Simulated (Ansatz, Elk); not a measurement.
**BiP: X-ray structure factors from the self-consistent density**

The structure of BiP used here is made up (a known structure type with other elements) and was relaxed beforehand with PBE. The aim is the Fourier transform of its all-electron density, F(hkl), set beside the sum over free spherical atoms that refinements use.

Calculated with Elk 11.2.3 (patched build); DFT, PBE, all-electron APW+lo, Dirac cores, scalar-relativistic bands, static density, no spin.

This account leaves out most program logs.

The structure was built from a prototype and need not be the compound's stable phase.

## (1) The structure

The structure is cubic, space group Fm-3m (No. 225). The conventional cell has a = 5.850 Å, b = 5.850 Å, c = 5.850 Å, α = 90.00°, β = 90.00°, γ = 90.00°. Nearest to Bi lie 6 P at 2.92 Å. P has 6 Bi at 2.92 Å nearest. Farther neighbours are not listed.

## (2) Ground state and structure factors

An all-electron density is needed, since X-rays see the cores too. Task 0 finds the density and task 195 Fourier-transforms it; tshift is off so that phases refer to the origin typed.

elk.in reads:

```
tasks
  0
  195

xctype
  20

spinpol
  .false.

rgkmax
  7.0

gmaxvr
  14.0

lmaxo
  7

lmaxapw
  8

swidth
  0.002

tshift
  .false.

ramdisk
  .false.

hmaxvr
  5.5

maxscl
  120

epspot
  1e-06

sppath
  './'

avec
  -0.00000000000 5.52738587955 5.52738587955
  5.52738587955 0.00000000000 5.52738587955
  5.52738587955 5.52738587955 -0.00000000000

atoms
  2
  'Bi.in'
  1
  0.5000000000 0.5000000000 0.5000000000   0.000000 0.000000 0.000000
  'P.in'
  1
  -0.0000000000 0.0000000000 0.0000000000   0.000000 0.000000 0.000000

ngridk
  7 7 7
```

Run with:

```console
OMP_NUM_THREADS=4 elk
```

Elapsed: 8.1 s, on 4 threads of Intel Xeon Platinum 8488C (Sapphire Rapids), shared host; peak memory 0.17 GiB; 16 s of CPU time.

SFACRHO.OUT:

```text

h k l indices transformed by vhmat matrix:
   1.000000000       0.000000000       0.000000000    
   0.000000000       1.000000000       0.000000000    
   0.000000000       0.000000000       1.000000000    

      h      k      l  multipl.   |H|            Re(F)            Im(F)           |F|

      0      0      0      1   0.0000000       97.999999     -0.21030418E-16   97.999999    
     -1      0      0      8  0.98444332      -62.575132     -0.92753466E-14   62.575132    
     -1      0     -1      6   1.1367372       83.724801      0.17858822E-13   83.724801    
      1      0     -1     12   1.6075892       76.264562     -0.10434566E-13   76.264562    
     -2     -1     -2     24   1.8850654      -54.915929     -0.39205088E-13   54.915929    
      0      2      0      8   1.9688866       71.263446     -0.15546148E-13   71.263446    
     -2      0     -2      6   2.2734745       67.625054      0.29177349E-13   67.625054    
      0     -2      1     24   2.4774614      -49.576756     -0.57900283E-13   49.576756    
     -2      1     -1     24   2.5418217       64.419199     -0.86812307E-13   64.419199    
     -3     -2     -3     24   2.7844262       61.735197      0.53217459E-13   61.735197    
     -3      0      0      8   2.9533300      -45.693037     -0.19337805E-13   45.693037    
      1     -2     -2     24   2.9533300      -45.680873     -0.11322100E-12   45.680873    
     -4     -2     -2     12   3.2151784       57.361143      0.22912106E-12   57.361143    
      1      2     -2     48   3.3625141      -42.726412      0.11562505E-12   42.726412    
     -3     -3     -4     24   3.4102117       55.517493      0.59983294E-13   55.517493    
      3      0      3      6   3.4102117       55.530380     -0.35974816E-13   55.530380    
     -1     -3     -4     24   3.5946787       53.853085      0.46574895E-13   53.853085    
      0     -4     -1     24   3.7270422      -40.391213     -0.28534774E-13   40.391213
```

Elk indexes on the primitive cell of elk.in and gives |H| = 4π sin θ/λ in inverse bohr. Below, one row stands for each form hkl of the conventional cell (m members, Friedel mates merged), F is for one primitive cell and the density is static (no thermal factor). Free-atom factors are Waasmaier and Kirfel's, and R is Σm||F|−|F'||/Σm|F|.

```
hkl   m  sin θ/λ (Å⁻¹)  abs F, DFT  neutral atoms   diff.
111   8          0.148      62.575         62.842  -0.266
200   6          0.171      83.725         83.657  +0.068
220  12          0.242      76.265         76.331  -0.067
311  24          0.283      54.916         54.826  +0.090
222   8          0.296      71.263         71.358  -0.095
400   6          0.342      67.625         67.546  +0.080
331  24          0.373      49.577         49.547  +0.029
420  24          0.382      64.419         64.425  -0.006
422  24          0.419      61.735         61.769  -0.034
333   8          0.444      45.693         45.691  +0.002
511  24          0.444      45.681         45.691  -0.010
440  12          0.483      57.361         57.391  -0.030
531  48          0.506      42.726         42.736  -0.010
442  24          0.513      55.517         55.543  -0.026
600   6          0.513      55.530         55.543  -0.013
620  24          0.541      53.853         53.870  -0.017
533  24          0.560      40.391         40.394  -0.003
622  24          0.567      52.326         52.343  -0.017
444   8          0.592      50.923         50.942  -0.018
711  24          0.610      38.479         38.482  -0.003
551  24          0.610      38.479         38.482  -0.003
640  24          0.616      49.630         49.648  -0.018
```

## (3) The highest occupied states alone

An energy window below the Fermi level keeps the highest occupied states, to see at which angles they scatter; shallow core shells can lie inside it and anion s states outside. No new self-consistency is needed.

Changes to elk.in since step 2:

```diff
@@ -1,3 +1,2 @@
 tasks
-  0
   195
@@ -40,2 +39,5 @@
 
+wsfac
+  -0.195520 0.545470
+
 sppath
```

Run with:

```console
OMP_NUM_THREADS=4 elk
```

It took 2.8 s on 4 threads; peak memory 0.17 GiB; 4.6 s of CPU time.

States within 12 eV below the Fermi level hold 9.34 electrons; any levels below the window count with the cores, and a count that is not whole means the window cuts a band. Their amplitudes can exceed the total, where window and core parts have opposite phase:

```
hkl  sin θ/λ (Å⁻¹)  abs F, window  abs F, all
111          0.148          1.029      62.575
200          0.171          2.296      83.725
220          0.242          0.369      76.265
311          0.283          0.157      54.916
222          0.296          0.166      71.263
400          0.342          0.109      67.625
331          0.373          0.070      49.577
420          0.382          0.149      64.419
422          0.419          0.104      61.735
333          0.444          0.114      45.693
```

## (4) Another functional

The difference from free atoms is small, so it is set against the change that PBEsol makes.

Changes to elk.in since step 3:

```diff
@@ -1,2 +1,3 @@
 tasks
+  0
   195
@@ -4,3 +5,3 @@
 xctype
-  20
+  22
 
@@ -39,5 +40,2 @@
 
-wsfac
-  -0.195520 0.545470
-
 sppath
```

Run with:

```console
OMP_NUM_THREADS=4 elk
```

Elapsed: 7.8 s, on 4 threads; peak memory 0.17 GiB.

Against the first run R = 0.01 %; the largest change is -0.024 at 200.

## (5) A coarser k-mesh

About half the k-points along each axis test the sampling.

Changes to elk.in since step 4:

```diff
@@ -5,3 +5,3 @@
 xctype
-  22
+  20
 
@@ -58,2 +58,2 @@
 ngridk
-  7 7 7
+  4 4 4
```

Run with:

```console
OMP_NUM_THREADS=4 elk
```

It took 6.9 s on 4 threads; peak memory 0.17 GiB; 13 s of CPU time.

Against the first run R = 0.00 %; the largest change is -0.006 at 200.

## (6) Basis size

A smaller basis shows how fast F responds to it; the change is likely larger than the basis error of the first run, but doesn't show convergence.

Changes to elk.in since step 5:

```diff
@@ -11,3 +11,3 @@
 rgkmax
-  7.0
+  5.5
 
@@ -58,2 +58,2 @@
 ngridk
-  4 4 4
+  7 7 7
```

Run with:

```console
OMP_NUM_THREADS=4 elk
```

Wall time 7.3 s (4 threads); peak memory 0.17 GiB.

Against the first run R = 0.01 %; the largest change is +0.025 at 311.

## (7) Settings against the effect

```
          run  R against the first run (%)  R against neutral atoms, low angle (%)  wall time
PBE, rgkmax 7                         0.00                                    0.16      8.1 s
       PBEsol                         0.01                                    0.15      7.8 s
 k-mesh 4×4×4                         0.00                                    0.16      6.9 s
   rgkmax 5.5                         0.01                                    0.18      7.3 s
```

## (8) Outcome

```yaml
r_against_neutral_atoms_sin_theta_lambda_0p3_a_minus1: 0.16 %
r_against_neutral_atoms_0p3_to_0p82_a_minus1: 0.06 %
```

In words: Independent neutral atoms miss the calculated amplitudes by R = 0.16 % below 0.3 Å⁻¹ and 0.06 % from there to 0.82 Å⁻¹; by shells, 0.43 % below 0.15 Å⁻¹ (1 form), 0.12 % 0.15 to 0.3 (4 forms), 0.04 % 0.3 to 0.45 (6 forms), 0.06 % above 0.45 (29 forms). Bonding, aspherical density and the tables' own atoms all enter these figures, and the runs don't part them. The largest change of an amplitude is -0.27 electrons, at 111. The window's part falls from 9.3 electrons at the origin to at most 0.15 between 0.45 and 0.82 Å⁻¹. Below 0.3 Å⁻¹ the changes that finished (PBEsol, k-mesh 4×4×4 and rgkmax 5.5) move F by R = 0.02 % at most, against the 0.16 % that separates it from free atoms. Spin-orbit coupling is left out, which can matter for elements this heavy. Part of the difference isn't bonding: the tables are fits to free atoms and ions calculated by other methods than this functional. Thermal motion, anomalous dispersion and extinction are left out.

[Logs are printed without paths, hosts, clocks, repeated set-up lines and the standing remarks that a program may print on its own settings, such as how far it seeks lower states.]

[Hosts, paths, dates, database ids (printed as entryN), source tags and the programs' standing remarks are cut or masked in the printed files.]
